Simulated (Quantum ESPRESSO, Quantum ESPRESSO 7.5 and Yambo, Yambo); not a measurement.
## BiOCl (P4/nmm): one start, several treatments of the self-energy

How much does the gap of BiOCl (P4/nmm) depend on the approximation to the self-energy?

Main program and level: Quantum ESPRESSO 7.5 and Yambo 5.3.0; PBEsol and many-body steps on it, plane waves.

**What was measured.**

- Gap 3.44 eV: optical gap from Tauc plot; UV-vis diffuse reflectance; powder (hydrothermal powder) (“Synergistic Piezo-Photocatalysis of BiOCl/NaNbO3 Heterojunction Piezoelectric Composite for High-Efficient Organic Pollutant Degradation”, 2022, pmc:8839476).

- Gap 3.36 eV: optical gap from Kubelka-Munk/Tauc analysis; UV-vis diffuse reflectance; powder (solvothermal hierarchical microspheres made without additive) (“Hydrothermal Crystallization of Bismuth Oxychlorides (BiOCl) Using Different Shape Control Reagents”, 2021, pmc:8123882).

This is a report of a sequence of runs, with most program output left out.

## 1. The starting structure

Symmetry: P4/nmm, No. 129, tetragonal system. Conventional cell: a = 3.886 Å, b = 3.886 Å, c = 7.349 Å, α = 90.00°, β = 90.00°, γ = 90.00°. Bi has 4 O at 2.31 Å and 4 Cl at 3.06 Å nearest. Nearest to Cl lie 4 Bi at 3.06 Å. Nearest to O lie 4 Bi at 2.31 Å. Farther neighbours and most contacts between anions are not listed.

Coordinates:

```cif
data_structure
_symmetry_space_group_name_H-M 'P4/nmm:1'
_symmetry_Int_Tables_number 129
_cell_length_a 3.8855
_cell_length_b 3.8855
_cell_length_c 7.3489
_cell_angle_alpha 90.000
_cell_angle_beta 90.000
_cell_angle_gamma 90.000
_cell_volume 110.95
loop_
_atom_site_label
_atom_site_type_symbol
_atom_site_symmetry_multiplicity
_atom_site_Wyckoff_symbol
_atom_site_fract_x
_atom_site_fract_y
_atom_site_fract_z
_atom_site_occupancy
Bi1 Bi 2 c 0.50000 0.00000 0.32904 1
Cl1 Cl 2 c 0.00000 0.50000 0.14720 1
O1 O 2 b 0.00000 0.00000 0.50000 1
```

The cell and positions come from the Crystallography Open Database and are kept as given unless a step says otherwise. Spin-orbit coupling is left out unless a step names it.

## 2. Empty states on the mesh, 4×4×2 mesh, 367 bands

This step: Quantum ESPRESSO 7.5; DFT, PBEsol, plane waves, norm-conserving pseudopotentials.

The sums over transitions need many empty states on a uniform mesh; this step solves for them.

pw.in reads:

```
&control
  calculation = 'nscf'
  prefix = 'x'
  outdir = 'o'
  pseudo_dir = 'pseudo'
/
&system
  ibrav = 0
  nat = 6
  ntyp = 3
  ecutwfc = 76.0
  nbnd = 367
  force_symmorphic = .true.
/
&electrons
  conv_thr = 1e-9
  electron_maxstep = 80
  diago_full_acc = .true.
  diago_thr_init = 5e-6
/
ATOMIC_SPECIES
  Bi 208.98 Bi.upf
  Cl 35.45 Cl.upf
  O 15.999 O.upf
CELL_PARAMETERS angstrom
  3.8855100000 0.0000000000 0.0000000000
  0.0000000000 3.8855100000 0.0000000000
  0.0000000000 0.0000000000 7.3489000000
ATOMIC_POSITIONS crystal
  Bi 0.5000000000 0.0000000000 0.3290400000
  Bi 0.0000000000 0.5000000000 0.6709600000
  Cl 0.0000000000 0.5000000000 0.1472000000
  Cl 0.5000000000 0.0000000000 0.8528000000
  O 0.0000000000 0.0000000000 0.5000000000
  O 0.5000000000 0.5000000000 0.5000000000
K_POINTS automatic
  4 4 2 0 0 0
```

The run is started by

```
OMP_NUM_THREADS=1 mpirun -n 4 pw.x -nk 4 -in pw.in > pw.out
```

It took 2.5 min on 4 MPI ranks of Arm Neoverse V2, shared host; peak memory 1.3 GiB; 9.9 min of CPU time.

Numbers from this step:

* gap: 2.627 eV
* k of the valence top: 0, -0.5, -0.5
* k of the conduction bottom: 0, 0, -0.5
* least direct gap: 2.931 eV
* k points computed: 12
* lowest point of the top converged band, above the valence top: 109.8694 eV

On this mesh the gap is 2.627 eV.

The density comes from a self-consistent run that is not shown.

## 3. Conversion and set-up

This step: Yambo 5.3.0; conversion and set-up on PBEsol, plane waves, norm-conserving pseudopotentials.

The states are converted to the many-body program's format and the q mesh is built.

The run is started by

```
(cd o/x.save; p2y > p2y.log; mv SAVE ../..); yambo > setup.log
```

Run time: 3.1 s. Hardware: 1 MPI rank; peak memory 0.25 GiB.

## 4. G0W0, Godby-Needs plasmon pole

Now the one-shot GW correction: screening in the RPA, then the self-energy of the levels asked for.

This step: G0W0 on PBEsol, plane waves, norm-conserving pseudopotentials.

gw2.in reads:

```
HF_and_locXC
gw0
dyson
ppa
em1d
rim_cut
RandQpts= 1000000
RandGvec= 1 RL
EXXRLvcs= 76 Ry
VXCRLvcs= 304 Ry
Chimod= "HARTREE"
% BndsRnXp
 1 | 171 |
%
NGsBlkXp= 9 Ry
% LongDrXp
 1 | 1 | 1 |
%
% GbndRnge
 1 | 171 |
%
DysSolver= "n"
ExtendOut
PPAPntXp= 27.21138 eV
% QPkrange
 6 | 6 | 35 | 38 |
 2 | 2 | 35 | 38 |
 1 | 1 | 35 | 38 |
%
```

The run is started by

```
OMP_NUM_THREADS=1 mpirun -n 4 yambo -F gw2.in -J gw2 -C gw2 > gw2.log
```

Wall time 6.3 min (4 MPI ranks); peak memory 3.4 GiB.

Numbers from this step:

* G0W0 gap on the points computed: 3.755 eV
* starting gap on the mesh: 2.627 eV
* k of the valence top: 0, -0.5, -0.5
* k of the conduction bottom: 0, 0, -0.5
* least direct G0W0 gap on the computed points: 3.771 eV
* Z at the valence top: 0.7934
* Z at the conduction bottom: 0.8335

The gap on the mesh goes from 2.63 eV to 3.75 eV, a correction of +1.13 eV.

## 5. One-shot COHSEX

This step: one-shot COHSEX on PBEsol, plane waves, norm-conserving pseudopotentials.

gw4.in reads:

```
HF_and_locXC
gw0
dyson
cohsex
em1s
rim_cut
RandQpts= 1000000
RandGvec= 1 RL
EXXRLvcs= 76 Ry
VXCRLvcs= 304 Ry
Chimod= "HARTREE"
% BndsRnXs
 1 | 171 |
%
NGsBlkXs= 9 Ry
% LongDrXs
 1 | 1 | 1 |
%
% GbndRnge
 1 | 171 |
%
DysSolver= "n"
ExtendOut
% QPkrange
 6 | 6 | 35 | 38 |
 2 | 2 | 35 | 38 |
 1 | 1 | 35 | 38 |
%
```

The run is started by

```
OMP_NUM_THREADS=1 mpirun -n 4 yambo -F gw4.in -J gw4 -C gw4 > gw4.log
```

Run time: 4.6 min. Hardware: 4 MPI ranks; peak memory 3.4 GiB; 18 min of CPU time.

This step gave:

| Property | Result |
| --- | --- |
| quasiparticle gap on the points computed | 4.583 eV |
| starting gap on the mesh | 2.627 eV |
| k of the valence top | 0, -0.5, -0.5 |
| k of the conduction bottom | 0, 0, -0.5 |
| least direct quasiparticle gap on the computed points | 4.593 eV |
| Z at the valence top | 1 |
| Z at the conduction bottom | 1 |

Against G0W0 in Yambo (4×4×2 mesh, 171 bands, screening to 122.5 eV, Godby-Needs plasmon pole), the gap moves by +0.828 eV.

## 6. One-shot Hartree-Fock

This step: one-shot Hartree-Fock on PBEsol, plane waves, norm-conserving pseudopotentials.

gw5.in reads:

```
HF_and_locXC
rim_cut
RandQpts= 1000000
RandGvec= 1 RL
EXXRLvcs= 76 Ry
VXCRLvcs= 304 Ry
% QPkrange
 6 | 6 | 35 | 38 |
 2 | 2 | 35 | 38 |
 1 | 1 | 35 | 38 |
%
```

The run is started by

```
OMP_NUM_THREADS=1 mpirun -n 4 yambo -F gw5.in -J gw5 -C gw5 > gw5.log
```

The job ended after 12 s (4 MPI ranks; peak memory 3.3 GiB; 47 s of CPU time).

Numbers from this step:

```yaml
quasiparticle_gap_on_the_mesh: 9.842 eV
starting_gap_on_the_mesh: 2.627 eV
k_of_the_valence_top: 0, -0.5, -0.5
k_of_the_conduction_bottom: 0, 0, -0.5
least_direct_quasiparticle_gap_on_the_computed_points: 10.59 eV
```

Against G0W0 in Yambo (4×4×2 mesh, 171 bands, screening to 122.5 eV, Godby-Needs plasmon pole), the gap moves by +6.087 eV.

## 7. Side by side

Times are wall times on 4 MPI ranks of Arm Neoverse V2, shared host, good to a factor of about two.

```csv
run,mesh,bands,screening cutoff (eV),DFT gap (eV),gap on the mesh (eV),direct (eV),time
"G0W0, Godby-Needs plasmon pole",4×4×2,171,122.5,2.627,3.755,3.771,6.3 min
one-shot COHSEX,4×4×2,171,122.5,2.627,4.583,4.593,4.6 min
one-shot Hartree-Fock,4×4×2,-,-,2.627,9.842,10.589,12 s
```

## 8. What came out

```
G0W0, Godby-Needs plasmon pole : 3.755 eV
one-shot COHSEX                : 4.583 eV
one-shot Hartree-Fock          : 9.842 eV
known limits                   : not at the basis limit; no spin-orbit coupling; coarse k mesh
```

What this shows: One-shot COHSEX: +0.828 eV against G0W0, Godby-Needs plasmon pole. One-shot Hartree-Fock: +6.087 eV against G0W0, Godby-Needs plasmon pole. Bare exchange alone opens the gap to 9.84 eV; against G0W0, correlation takes back 6.09 eV. Static COHSEX lies above G0W0: it lacks the factor Z and overstates the Coulomb hole of the filled states. Against experiment, by G0W0, Godby-Needs plasmon pole: the gap of 3.75 eV lies +0.31 eV from the measured 3.44 eV (optical, 2022); the gap of 3.75 eV lies +0.39 eV from the measured 3.36 eV (optical, 2021). An exciton line or allowed optical edge lies below the quasiparticle gap by the binding energy; a forbidden edge can push the onset above it. These are gaps on the mesh, at modest bands and cutoff. The calculation has static nuclei and no excitons; a measured gap holds zero-point and thermal motion, which mostly lowers it. With atoms this heavy the missing spin-orbit coupling can matter too. Bands and cutoff are finite, so the gap is not at the basis limit. The miss can reach some tenths of an eV and take either sign; the mesh is an error of its own. A denser mesh or path gives a starting gap of 2.55 eV: the GW mesh misses a band edge, so its gaps are not the fundamental one. The 4×4×2 mesh is coarse for this cell, which bears on the long-range parts of exchange and screening. Where an edge is built on 6p states of lead, bismuth or thallium, scalar-relativistic gaps usually stand too wide, by a few tenths to over one eV.

[Paths, hosts, dates, memory and timing lines, banners, echoed tables and standing remarks are left out of the program output.]

[Logs are printed without paths, hosts, clocks, repeated set-up lines and the standing remarks that a program may print on its own settings, such as how far it seeks lower states.]

[Runs of the session that timed out or met a known fault of the program may be left out.]

[Hosts, paths, dates, database ids (printed as entryN), source tags and the programs' standing remarks are cut or masked in the printed files.]
